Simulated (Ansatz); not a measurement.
# Bands, cutoff and cost in G0W0 for SrTiO3 (Tausonite)

How do accuracy and time trade against each other in G0W0 on SrTiO3 (Tausonite)?

Calculated with Ansatz 0.2.0; G0W0 on PBE, plane waves, PAW.

### Step 1. The starting structure

Symmetry: Pm-3m, No. 221, cubic system. Conventional cell: a = 3.905 Å, b = 3.905 Å, c = 3.905 Å, α = 90.00°, β = 90.00°, γ = 90.00°. Nearest to Sr lie 12 O at 2.76 Å. Nearest to Ti lie 6 O at 1.95 Å. Nearest to O lie 2 Ti at 1.95 Å and 4 Sr at 2.76 Å. Farther neighbours and most contacts between anions are not listed.

The cell and positions come from the Crystallography Open Database and are kept as given unless a step says otherwise. The default PAW set here is soft_2. Its files were made with PBE.

### Step 2. 62 empty bands, screening to 60 eV

G0W0 replaces the xc potential by the self-energy, built once from these orbitals. Only a window of levels is corrected, while the sums run over the empty bands that the input names.

The input, input.yaml:

```yaml
crystal:
  lattice:
    - [3.90528, 0.0, 0.0]
    - [0.0, 3.90528, 0.0]
    - [0.0, 0.0, 3.90528]
  atoms:
    - { symbol: Sr, position: [0.5, 0.5, 0.5] }
    - { symbol: Ti, position: [0.0, 0.0, 0.0] }
    - { symbol: O, position: [0.5, 0.0, 0.0] }
    - { symbol: O, position: [0.0, 0.5, 0.0] }
    - { symbol: O, position: [0.0, 0.0, 0.5] }
kpoints:
  mp_grid: { grid: [4, 4, 4] }
hamiltonian:
  xc: pbe
scf:
  occupations: { method: fixed }
gw:
  n_empty_bands: 62
  ecut_chi: 60
  qp_bands: [v2, c2]
  qp_kpoints: band_edges
  screening: { model: contour_deformation }
```

Command:

```sh
$ ansatz run input.yaml --threads 3 --pin off --max-ram 92160MiB --backend cuda --events-out ev --progress --plain --runs-dir out --devices 1 --max-vram 13GiB  # rebuilt from the run's record
```

Numbers of over 12 decimals in the logs are rounded to 6 here.

What it wrote:

```text
GPUs: using 1 of 1 available (devices: 1).
Engine: ansatz 0.2.0, x86_64-unknown-linux-gnu
Pseudopotentials: kind: paw
Pseudopotential: Sr, paw, valence charge 10, recommended cutoff 420 eV (normal), Sr.paw.azcp
Pseudopotential: Ti, paw, valence charge 12, recommended cutoff 420 eV (normal), Ti.paw.azcp
Pseudopotential: O, paw, valence charge 6, recommended cutoff 420 eV (normal), O.paw.azcp
Functional definition: PBE
  parameter kappa = 0.804
  parameter beta = 0.066725
  exchange = pbe_x(kappa = kappa, mu = beta*pi^2/3)
  correlation = pbe_c(beta = beta)
device memory: the entry about to start is reckoned to put 0.6 GiB on a device that reports 67.2 GiB free (of which the cap on the GPU budget leaves the run 13.0 GiB)
GPU FFT provider: cuFFT
GPU libraries: cuBLAS 13.8.2, cuFFT 12.4.0, cuSOLVER 12.3.4
Crystal: 5 atoms, lattice volume = 59.560 Å³
Basis set: ecut = 420 eV, 1189 PW (Γ)
Bands: 25, of which v1, the nominal top of the filled ones, is band 20 counted from 1 (19 counted from 0)
Symmetry: 48 space group operations
Space group: Pm-3m (ITA 221), of the structure as read, at distance tolerance 3.9e-5 Å
k-points: 10 of 64
Non-local potential: Sr, projectors of the file, l = 0: 3, l = 1: 2, l = 2: 2
Non-local potential: Ti, projectors of the file, l = 0: 3, l = 1: 2, l = 2: 3, l = 3: 1
Non-local potential: O, projectors of the file, l = 0: 2, l = 1: 2, l = 2: 1
PAW form: soft (Blöchl's): semilocal exchange-correlation on the pseudo side does not see the compensation charge
PAW one-centre angular grid: Sr, 110 points (default); XC on 64 Gauss nodes
PAW one-centre angular grid: Ti, 590 points (default); XC on 64 Gauss nodes
PAW one-centre angular grid: O, 110 points (default); XC on 64 Gauss nodes
Initial density: superposition of atomic densities (neutral atoms: chi_scale 0, normalization atom), corrected by the library's trained network
Initial wavefunctions: pseudopotential atomic-orbital guess
GPU buffer pool allocated for 19683 grid points (all kernels)
GPU transforms: local potential and band sums: pruned to the plane-wave sphere, on 25×27×27
Functional: x = pbe(κ = 0.804, μ = 0.219515), c = pbe(β = 0.066725)
SCF iter   1: F=—  HF=-7754.449331 eV  |F-HF|=—  |Δ(HF+E_count)|=         —  Δρ=1.47e-3  dr2=3.12e-4  ethr=1.77e-3  ⟨swp⟩=4.0  Hψ=1098  notcnv=0  defer=22
preconditioner: auto → Resta (q_TF=auto, 2.553 Å⁻¹)  ε∞=5.6  [insulator: Δε(μ)=1.868 eV  Ē_g=12.246 eV  n_scr=18 (ndim 8)  ℏωp=26.4 eV  f_vac=0.000  ε∞_Penn≈5.6]
SCF iter   2: F=—  HF=-7754.450057 eV  |F-HF|=—  |Δ(HF+E_count)|=   7.26e-4  Δρ=7.36e-4  dr2=7.67e-5  ethr=7.80e-7  ⟨swp⟩=3.1  Hψ=634  notcnv=0  defer=26
SCF iter   3: F=—  HF=-7754.450221 eV  |F-HF|=—  |Δ(HF+E_count)|=   1.65e-4  Δρ=3.95e-4  dr2=7.98e-5  ethr=1.92e-7  ⟨swp⟩=2.0  Hψ=415  notcnv=0  defer=25
SCF iter   4: F=—  HF=-7754.450211 eV  |F-HF|=—  |Δ(HF+E_count)|=   1.02e-5  Δρ=6.75e-5  dr2=9.01e-7  ethr=1.92e-7  ⟨swp⟩=2.1  Hψ=317  notcnv=0  defer=26
SCF iter   5: F=—  HF=-7754.450213 eV  |F-HF|=—  |Δ(HF+E_count)|=   1.70e-6  Δρ=1.74e-5  dr2=1.25e-7  ethr=2.25e-9  ⟨swp⟩=2.4  Hψ=422  notcnv=0  defer=26
SCF iter   6: F=-7754.450213 eV  HF=-7754.450213 eV  |F-HF|=1.75e-9  |Δ(HF+E_count)|=   1.01e-7  Δρ=2.86e-6  dr2=3.93e-9  ethr=2.50e-10  ⟨swp⟩=8.2  Hψ=958  notcnv=0
SCF 1 converged in 6 iterations: F = -7754.450213 eV  dr2 = 3.93e-9
  greatest PAW one-centre occupation: 0.999 electrons in one spin orbital (limit 2), on the Ti atom at site 1 (counted from 0), in its partial waves of l = 0
device memory: the entry about to start is reckoned to put 0.7 GiB on a device that reports 66.0 GiB free (of which the cap on the GPU budget leaves the run 13.0 GiB)
NSCF: frozen V_eff on 10 k-points, pencils in batches of 32, up to order 100
the band table was solved once the SCF had ended and its energy, with any forces and stress, was formed, with the checks that follow a solve (1145 applications of the Hamiltonian). They found nothing against the state; the energy, forces and stress were not computed again (output.eigenvalues in the input reference)
device memory: the entry about to start is reckoned to put 1.5 GiB on a device that reports 63.3 GiB free (of which the cap on the GPU budget leaves the run 13.0 GiB)
NSCF: frozen V_eff on 10 k-points
G₀W₀ screening: q 1/10
[... further progress lines ...]
SCF converged after 6 iterations
Free energy (F): -7754.450213 eV
Harris-Foulkes:  -7754.450213 eV  (|F-HF|=1.75e-9)
Internal energy: -7754.450213 eV  (E = F + TS)
E sigma→0 (E₀):  -7754.450213 eV
Fermi energy:    9.995895 eV
--- Per-component energies (eV) ---
  E_band       = -204.956283
  E_kinetic    = 1048.537272
  E_local      = -2384.311882  (includes V_loc(G=0)·N_el)
  E_nonlocal   = 347.997292
  E_hartree    = 834.824572
  E_xc         = -496.669313
  E_vxc        = -572.524138  (∫ρ·V_xc dr)
  E_paw        = -4213.740788  (= ΣΔE_a)
  E_vpaw       = -314.311370  (= ΣTr[D̂ρ^β])
  E_aug_tail   = 0.007575  (compensation charges beyond the density's cutoff)
  E_ewald      = -2891.094941
  E_smearing   = -0.000000  (= −TS)
  E_closure    = 0.000000  (closes the sum)
  Σ components = -7754.450213   (vs F -7754.450213, Δ=0.00e0)
--- Band table (eV; the first three rows and the last of 10) ---
  k-point 0: bands = [... 16 lower, 8.8230, 9.6503, 9.6503, 9.6503, 11.8636, 11.8636, 11.8636, 14.3193, ... 1 higher]
  k-point 1: bands = [... 16 lower, 8.3325, 8.3900, 9.4083, 9.4083, 11.9439, 12.9207, 12.9207, 14.3283, ... 1 higher]
  k-point 2: bands = [... 16 lower, 7.6457, 8.0230, 9.2742, 9.2742, 12.0282, 13.7842, 13.7842, 14.3337, ... 1 higher]
  k-point 9: bands = [... 16 lower, 6.2707, 9.9959, 9.9959, 9.9959, 14.4648, 14.4648, 14.4648, 16.9699, ... 1 higher]
--- G₀W₀: contour deformation, 6 samples at zero and on the imaginary axis and 2 off it, 64 q-points, 62 empty bands' worth ---
  eigenvalues of the whole cell's RPA ε∞ on this k-mesh (on a slab, of 1 + 4πα/V) = 6.6106, 6.6106, 6.6106; static W/v taken at q = 0 is 0.151271
  bands read: the sum over 82 bands ends inside a degenerate multiplet in 3 slots, whose members it reads at an even weight; the widest, k=0: bands 82 to 84 (counted from 1) at 1/3 each
  gw.qp_kpoints: band_edges: 6 of 10 stored k-points solved, in 1 pass; an edge of the gap read off the rows below is read off those points alone
    valence top: of the k-points left out ik 7 came nearest to being solved in a further pass, in band 20 (counted from 1, as in the quasiparticle table): it holds the edge there only if its correction is more favourable than any solved in that band by at least 0.492 eV; those differ by 0.051 eV
    conduction bottom: of the k-points left out ik 3 came nearest to being solved in a further pass, in band 21 (counted from 1, as in the quasiparticle table): it holds the edge there only if its correction is more favourable than any solved in that band by at least 1.015 eV; those differ by 0.109 eV
  `?` marks the rows in doubt; gw_qp.tsv's column doubts and the gw_qp event give each row's grounds
    ik  band        ε_KS         Σx   Σc(E_QP)       V_xc       Z   E_QP_lin       E_QP  E_QP is
     0    19      9.6503   -26.3864     4.9034   -21.5086  0.7340     9.6759     9.6759  root
     0    20      9.6503   -26.3864     4.9034   -21.5086  0.7340     9.6759     9.6759  root
     0    21     11.8636   -12.6230    -6.0209   -20.3002  0.7437    13.5912    13.5199  root
     0    22     11.8636   -12.6230    -6.0209   -20.3002  0.7437    13.5912    13.5199  root
     1    19      9.4083   -26.1307     4.8804   -21.2539  0.7317     9.4118     9.4118  root
     1    20      9.4083   -26.1307     4.8804   -21.2539  0.7317     9.4118     9.4118  root
     1    21     11.9439   -12.7727    -6.1292   -20.5831  0.7406    13.7019    13.6251  root
     1    22     12.9207   -14.2160    -5.9815   -21.8811  0.7220    14.6927    14.6043  root
     2    19      9.2742   -26.1174     4.9701   -21.1218  0.7303     9.2486     9.2486  root
     2    20      9.2742   -26.1174     4.9701   -21.1218  0.7303     9.2486     9.2486  root
     2    21     12.0282   -12.9424    -6.2489   -20.8987  0.7373    13.8194    13.7355  root
     2    22     13.7842   -14.8756    -6.5999   -23.2137  0.6983    15.6469    15.5225  root ?
     5    19      8.4350   -24.8770     5.2251   -19.4385  0.7092     8.2203     8.2216  root
     5    20      9.9082   -25.8857     5.0447   -20.8234  0.7263     9.8906     9.8906  root
     5    21     13.7927   -14.7864    -6.7187   -23.2565  0.6975    15.6716    15.5440  root ?
     5    22     13.7927   -14.7864    -6.7187   -23.2565  0.6975    15.6716    15.5440  root ?
     8    19      9.3285   -25.2122     5.0459   -20.0669  0.7212     9.2288     9.2290  root
     8    20      9.9512   -25.9795     5.0519   -20.9166  0.7267     9.9402     9.9402  root
     8    21     14.0742   -14.5506    -7.0451   -23.3501  0.6911    15.9626    15.8287  root ?
     8    22     14.0742   -14.5506    -7.0451   -23.3501  0.6911    15.9626    15.8287  root ?
     9    19      9.9959   -26.0786     5.0609   -21.0126  0.7270     9.9909     9.9909  root
     9    20      9.9959   -26.0786     5.0609   -21.0126  0.7270     9.9909     9.9909  root
     9    21     14.4648   -14.5075    -7.5292   -23.8017  0.6768    16.3758    16.2297  root ?
     9    22     14.4648   -14.5075    -7.5292   -23.8017  0.6768    16.3758    16.2297  root ?
```

The job ended after 14 s (1 × NVIDIA H100 80GB HBM3 (shared by 6 runs) with 3 threads of AMD EPYC 7R13 (Zen 3), shared host; peak memory 1 GiB).

This step gave:

| Item | Value |
| --- | --- |
| bands summed | 82 |
| RPA ε∞ on this mesh (eigenvalues) | 6.611, 6.611, 6.611 |
| plane waves in the screening matrix | 81 |
| q-points in the mesh | 64 |
| G0W0 gap on the mesh | 3.529 eV |
| k of the valence top | -0.5, -0.5, -0.5 |
| k of the conduction bottom | 0, 0, 0 |
| starting gap on the mesh | 1.868 eV |
| Z at the valence top | 0.7270 |
| Z at the conduction bottom | 0.7437 |
| least direct G0W0 gap on the computed points | 3.844 eV |

The gap on the mesh goes from 1.87 eV to 3.53 eV, a correction of +1.66 eV. Between the two edge states, bare exchange in place of the xc potential would open the gap by 12.74 eV, and correlation takes back 11.08 eV.

### Step 3. 177 empty bands, screening to 120 eV

Another rung: the empty bands reach about as high as the screening cutoff, so the two stay in balance.

input.yaml: that of step 2 with these lines changed.

```diff
@@ -18,4 +18,4 @@
 gw:
-  n_empty_bands: 62
-  ecut_chi: 60
+  n_empty_bands: 177
+  ecut_chi: 120
   qp_bands: [v2, c2]
```

What it wrote:

```text
GPUs: using 1 of 1 available (devices: 1).
[...]
GPU FFT provider: cuFFT
GPU libraries: cuBLAS 13.8.2, cuFFT 12.4.0, cuSOLVER 12.3.4
Crystal: 5 atoms, lattice volume = 59.560 Å³
Basis set: ecut = 420 eV, 1189 PW (Γ)
Bands: 25, of which v1, the nominal top of the filled ones, is band 20 counted from 1 (19 counted from 0)
Symmetry: 48 space group operations
[...]
k-points: 10 of 64
[...]
GPU buffer pool allocated for 19683 grid points (all kernels)
[...]
SCF iter   1: F=—  HF=-7754.449331 eV  |F-HF|=—  |Δ(HF+E_count)|=         —  Δρ=1.47e-3  dr2=3.12e-4  ethr=1.77e-3  ⟨swp⟩=4.0  Hψ=1098  notcnv=0  defer=22
[...]
SCF iter   6: F=-7754.450213 eV  HF=-7754.450213 eV  |F-HF|=1.75e-9  |Δ(HF+E_count)|=   1.01e-7  Δρ=2.86e-6  dr2=3.93e-9  ethr=2.50e-10  ⟨swp⟩=8.2  Hψ=958  notcnv=0
SCF 1 converged in 6 iterations: F = -7754.450213 eV  dr2 = 3.93e-9
[...]
NSCF: frozen V_eff on 10 k-points, pencils in batches of 32, up to order 100
[...]
NSCF: frozen V_eff on 10 k-points
G₀W₀ screening: q 1/10
[... further progress lines ...]
SCF converged after 6 iterations
Free energy (F): -7754.450213 eV
[...]
Internal energy: -7754.450213 eV  (E = F + TS)
E sigma→0 (E₀):  -7754.450213 eV
Fermi energy:    9.995895 eV
[...]
--- Band table (eV; the first three rows and the last of 10) ---
  k-point 0: bands = [... 16 lower, 8.8230, 9.6503, 9.6503, 9.6503, 11.8636, 11.8636, 11.8636, 14.3193, ... 1 higher]
  k-point 1: bands = [... 16 lower, 8.3325, 8.3900, 9.4083, 9.4083, 11.9439, 12.9207, 12.9207, 14.3283, ... 1 higher]
  k-point 2: bands = [... 16 lower, 7.6457, 8.0230, 9.2742, 9.2742, 12.0282, 13.7842, 13.7842, 14.3337, ... 1 higher]
  k-point 9: bands = [... 16 lower, 6.2707, 9.9959, 9.9959, 9.9959, 14.4648, 14.4648, 14.4648, 16.9699, ... 1 higher]
[...]
0    19      9.6503   -26.3864     4.5859   -21.5086  0.7270     9.3568     9.3585  root
     0    20      9.6503   -26.3864     4.5859   -21.5086  0.7270     9.3568     9.3585  root
     0    21     11.8636   -12.6230    -6.4534   -20.3002  0.7382    13.1206    13.0873  root
     0    22     11.8636   -12.6230    -6.4534   -20.3002  0.7382    13.1206    13.0873  root
     1    19      9.4083   -26.1307     4.5693   -21.2539  0.7250     9.0989     9.1008  root
     1    20      9.4083   -26.1307     4.5693   -21.2539  0.7250     9.0989     9.1008  root
     1    21     11.9439   -12.7727    -6.5650   -20.5831  0.7351    13.2248    13.1893  root
     1    22     12.9207   -14.2160    -6.4194   -21.8811  0.7153    14.2080    14.1663  root
[...]
9    19      9.9959   -26.0786     4.7737   -21.0126  0.7186     9.7019     9.7037  root
     9    20      9.9959   -26.0786     4.7737   -21.0126  0.7186     9.7019     9.7037  root
     9    21     14.4648   -14.5075    -7.9798   -23.8017  0.6694    15.8531    15.7791  root
     9    22     14.4648   -14.5075    -7.9798   -23.8017  0.6694    15.8531    15.7791  root
```

It took 10 s on 1 × NVIDIA H100 80GB HBM3 (shared by 6 runs) with 3 threads; peak memory 1.1 GiB; 11 s of CPU time.

Numbers from this step:

```
bands summed                                 : 197
RPA ε∞ on this mesh (eigenvalues)            : 6.546, 6.546, 6.546
plane waves in the screening matrix          : 179
q-points in the mesh                         : 64
G0W0 gap on the mesh                         : 3.384 eV
k of the valence top                         : -0.5, -0.5, -0.5
k of the conduction bottom                   : 0, 0, 0
starting gap on the mesh                     : 1.868 eV
Z at the valence top                         : 0.7186
Z at the conduction bottom                   : 0.7382
least direct G0W0 gap on the computed points : 3.729 eV
```

Against the run with 4×4×4 mesh, 62 empty bands, screening to 60 eV, the gap moves by −0.15 eV.

### Step 4. 382 empty bands, screening to 200 eV

input.yaml: that of step 3 with these lines changed.

```diff
@@ -18,4 +18,4 @@
 gw:
-  n_empty_bands: 177
-  ecut_chi: 120
+  n_empty_bands: 382
+  ecut_chi: 200.0
   qp_bands: [v2, c2]
```

What it wrote:

```text
GPUs: using 1 of 1 available (devices: 1).
[...]
GPU FFT provider: cuFFT
GPU libraries: cuBLAS 13.8.2, cuFFT 12.4.0, cuSOLVER 12.3.4
Crystal: 5 atoms, lattice volume = 59.560 Å³
Basis set: ecut = 420 eV, 1189 PW (Γ)
Bands: 25, of which v1, the nominal top of the filled ones, is band 20 counted from 1 (19 counted from 0)
Symmetry: 48 space group operations
[...]
k-points: 10 of 64
[...]
1    22     12.9207   -14.2160    -6.6317   -21.8811  0.7118    13.9816    13.9541  root
[...]
9    19      9.9959   -26.0786     4.5300   -21.0126  0.7140     9.4536     9.4600  root
     9    20      9.9959   -26.0786     4.5300   -21.0126  0.7140     9.4536     9.4600  root
     9    21     14.4648   -14.5075    -8.2018   -23.8017  0.6648    15.6053    15.5571  root
     9    22     14.4648   -14.5075    -8.2018   -23.8017  0.6648    15.6053    15.5571  root
[key lines of the parts left out:]
SCF converged after 6 iterations
Free energy (F): -7754.450213 eV
Fermi energy:    9.995895 eV
```

It took 15 s on 1 × NVIDIA H100 80GB HBM3 (shared by 6 runs) with 3 threads; peak memory 1.4 GiB; 11 s of CPU time.

Numbers from this step:

```
bands summed                                 : 402
RPA ε∞ on this mesh (eigenvalues)            : 6.524, 6.524, 6.524
plane waves in the screening matrix          : 389
G0W0 gap on the mesh                         : 3.442 eV
k of the valence top                         : -0.5, -0.5, -0.5
k of the conduction bottom                   : 0, 0, 0
starting gap on the mesh                     : 1.868 eV
least direct G0W0 gap on the computed points : 3.801 eV
```

Against the run with 4×4×4 mesh, 177 empty bands, screening to 120 eV, the gap moves by +0.06 eV.

(Continued in part 2 of 2.)

[Paths, hosts, dates, memory and timing lines, banners, echoed tables and standing remarks are left out of the program output.]

[Logs are printed without paths, hosts, clocks, repeated set-up lines and the standing remarks that a program may print on its own settings, such as how far it seeks lower states.]

[Runs of the session that timed out or met a known fault of the program may be left out.]

[Cells called generated may have been cut or substituted from an entry of the Crystallography Open Database or the Materials Project.]

[Hosts, paths, dates, database ids (printed as entryN), source tags and the programs' standing remarks are cut or masked in the printed files.]
